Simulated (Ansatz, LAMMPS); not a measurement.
# Electronic structure of liquid (Cs,Rb)Br at 940 K (90 atoms), part 2 of 2

Wanted: forces, charges and levels of liquid (Cs,Rb)Br at 940 K (90 atoms).

Ansatz 0.2.0; Kohn-Sham DFT, PBE, PAW (set soft_2), plane waves.

The cell: 19 Cs, 26 Rb and 45 Br. The network of bonds at the start is that of the classical potential that made the cell. The ion parameters were fitted for water, not for melts. The Brillouin zone is sampled at Γ only, in a cell whose shortest periodic width is 17 Å. No spin–orbit coupling is included.

So far. Step 3 (Plane-wave single point): Mean Löwdin charges: Br -0.70, Cs +0.78, Rb +0.76 e (they miss 0.44 % of the electrons, so they add up to more than the cell's charge).

## 4. Structure statistics

Bonds and neighbours are counted at the geometry of the runs.

Density 3.07 g/cm³, 50.21 Å³ an atom.

Pair distribution functions g(r), in bins of 0.2 Å:

```csv
r (Å),total,Br-Br,Br-Rb,Br-Cs,Rb-Rb,Rb-Cs,Cs-Cs
3.00,0.19,0.00,0.49,0.23,0.00,0.00,0.00
3.20,1.81,0.00,3.58,3.67,0.00,0.00,0.00
3.40,2.51,0.00,4.96,4.92,0.00,0.30,0.00
3.60,1.60,0.00,3.06,3.25,0.42,0.00,0.00
3.80,1.18,0.00,2.04,2.21,0.74,0.51,0.00
4.00,0.86,0.44,1.17,1.46,0.97,0.22,0.00
4.20,0.90,1.10,0.69,0.72,0.91,1.20,1.13
4.40,1.03,1.64,0.40,0.55,1.09,1.69,2.05
4.60,1.19,2.33,0.65,0.30,1.50,1.19,1.91
4.80,1.26,2.25,0.27,0.46,1.41,2.39,2.58
5.00,0.98,1.64,0.37,0.34,1.06,1.76,2.01
5.20,0.86,1.46,0.11,0.47,1.96,1.23,1.10
5.40,0.98,1.04,0.85,0.43,1.28,1.50,2.08
5.60,0.70,1.03,0.64,0.13,1.19,0.71,0.95
5.80,0.87,1.21,0.41,0.63,0.95,1.52,1.18
6.00,0.75,0.89,0.72,0.29,1.17,1.22,0.27
6.20,1.06,1.39,0.72,1.09,0.95,1.13,1.29
6.40,0.94,0.95,0.94,0.67,1.82,0.79,0.98
6.60,1.03,0.94,0.88,1.44,0.74,0.84,1.60
6.80,1.06,0.61,1.29,1.50,0.93,0.79,0.85
7.00,1.08,1.02,1.25,1.12,0.98,0.89,0.82
7.20,1.26,0.89,1.39,1.53,1.44,1.27,0.78
7.40,1.07,0.71,1.57,1.23,0.19,0.99,0.90
7.60,1.11,0.77,1.44,1.64,0.74,0.82,0.00
7.80,0.96,0.88,1.09,1.52,0.53,0.48,0.00
```

Bonds by pair of elements; cutoffs follow the first minimum of g(r), held within bounds set by covalent radii, and pairs that aren't listed don't count as bonded:

```csv
pair A-B,cutoff (Å),bonds,mean length (Å),spread (Å),shortest (Å),B about A,A about B
Br-Rb,3.98,115,3.48,0.233,3.06,2.56,4.42
Br-Cs,4.26,96,3.56,0.277,3.02,2.13,5.05
```

The cutoff for Br-Rb falls short of the minimum of g(r), so counts run low and odd coordinations can be artefacts.

How many atoms have how many bonded neighbours:

```csv
element,mean,3,4,5,6
Br,4.69,5,9,26,5
Cs,5.05,1,4,7,7
Rb,4.42,2,12,11,1
```

Bond angles, per cent of each kind in bins of 5°:

```csv
angle (°),Br-Rb-Br,Br-Cs-Br,Cs-Br-Rb,Rb-Br-Rb,Cs-Br-Cs
55–60,0.0,0.0,0.5,0.0,0.0
60–65,0.5,0.0,1.0,2.5,0.0
65–70,0.0,1.0,4.0,4.1,1.2
70–75,6.9,9.9,5.5,6.6,3.6
75–80,7.9,8.9,6.0,5.0,14.3
80–85,9.4,13.4,12.1,7.4,15.5
85–90,11.8,7.9,8.5,7.4,8.3
90–95,13.8,11.4,10.1,13.2,7.1
95–100,5.9,7.9,7.5,7.4,8.3
100–105,4.4,2.0,7.0,5.0,5.9
105–110,5.4,4.0,4.5,3.3,2.4
110–115,4.9,3.0,2.5,4.1,5.9
115–120,3.0,4.0,3.0,2.5,1.2
120–125,2.0,2.5,3.5,5.0,2.4
125–130,1.5,2.5,2.5,3.3,4.8
130–135,4.4,2.5,4.0,2.5,2.4
135–140,4.9,3.0,2.0,2.5,1.2
140–145,0.5,2.0,3.5,3.3,2.4
145–150,0.5,2.5,2.0,5.0,2.4
150–155,3.9,5.0,2.0,1.7,3.6
155–160,2.5,2.0,1.0,3.3,2.4
160–165,2.5,2.5,4.0,0.8,2.4
165–170,2.0,2.0,1.0,1.7,1.2
170–175,1.5,0.0,1.0,1.7,0.0
175–180,0.0,0.5,1.0,0.8,1.2
```

Bond angles (no mean is given where the spread exceeds 20°):

```csv
angle,count,mean (°),spread (°)
Br-Rb-Br,203,-,-
Br-Cs-Br,202,-,-
Cs-Br-Rb,199,-,-
Rb-Br-Rb,121,-,-
Cs-Br-Cs,84,-,-
```

Bond length by coordination (bonds to H left out):

```csv
element,coordination,atoms,mean bond length (Å)
Br,3,5,3.46
Br,4,9,3.51
Br,5,26,3.51
Br,6,5,3.58
Cs,3,1,3.44
Cs,4,4,3.55
Cs,5,7,3.50
Cs,6,7,3.62
Rb,3,2,3.41
Rb,4,12,3.44
Rb,5,11,3.53
Rb,6,1,3.48
```

First main peaks of g(r), for some of the pairs, lie near 4.7 Å (Br-Br), 3.4 Å (Br-Rb) and 3.4 Å (Br-Cs).

The surroundings of Cs11, which bears the longest force, nearest first, numbered as they follow in the input and with coordinates relative to it.

```csv
atom,x,y,z,distance (Å),bonds,Löwdin charge (e),Fx,Fy,Fz (eV/Å)
Cs11,0.00,0.00,0.00,0.00,4,0.80,0.54,-0.09,-1.08
Br89,-2.50,-0.26,1.67,3.02,5,-0.69,-0.98,0.00,0.44
Br59,1.88,0.72,2.44,3.16,4,-0.72,0.44,0.24,0.76
Br48,2.47,-0.40,-3.25,4.10,5,-0.70,-0.30,0.15,0.18
Br47,-0.23,-4.01,1.04,4.14,5,-0.70,0.52,0.28,0.10
Rb44,1.47,2.98,-2.80,4.34,5,0.76,0.13,-0.18,-0.25
Br60,-2.34,3.70,-0.02,4.38,3,-0.71,0.88,0.32,-0.20
Br50,-1.73,1.21,-4.28,4.77,5,-0.70,0.09,-0.16,0.08
Cs17,-1.60,1.75,4.23,4.85,5,0.79,0.19,0.74,-0.32
Rb35,-0.51,-3.91,-2.86,4.87,5,0.75,0.21,0.06,0.21
Br79,-3.41,-2.84,-2.16,4.94,5,-0.69,-0.26,0.59,-0.32
```

The column of bonds counts only the pairs Br-Rb within 3.98 Å, Br-Cs within 4.26 Å; other neighbours, such as metal atoms beside each other in a compound, aren't counted, and periodic images can show an atom twice.

## 5. Summary of results

```json
{
  "free energy per atom": "-3534.2647 eV/atom",
  "pressure": "0.8177 GPa",
  "r.m.s. force component": "0.2932 eV/Å",
  "gap (highest filled to lowest empty level)": "3.265 eV",
  "wall time of the 1 DFT run": "24 s"
}
```

What this shows: Filled and empty levels are parted by 3.26 eV (at Γ alone); a semilocal functional tends to put such gaps too low. In a disordered cell it changes from sample to sample and from frame to frame.

**Limits.** The force components of 0.29 eV/Å r.m.s. hold both thermal displacement and the mismatch between the potential that made the cell and DFT. The pressure of a single frame lacks the kinetic term.

[Logs are printed without paths, hosts, clocks, repeated set-up lines and the standing remarks that a program may print on its own settings, such as how far it seeks lower states.]

[Hosts, paths, dates, database ids (printed as entryN), source tags and the programs' standing remarks are cut or masked in the printed files.]
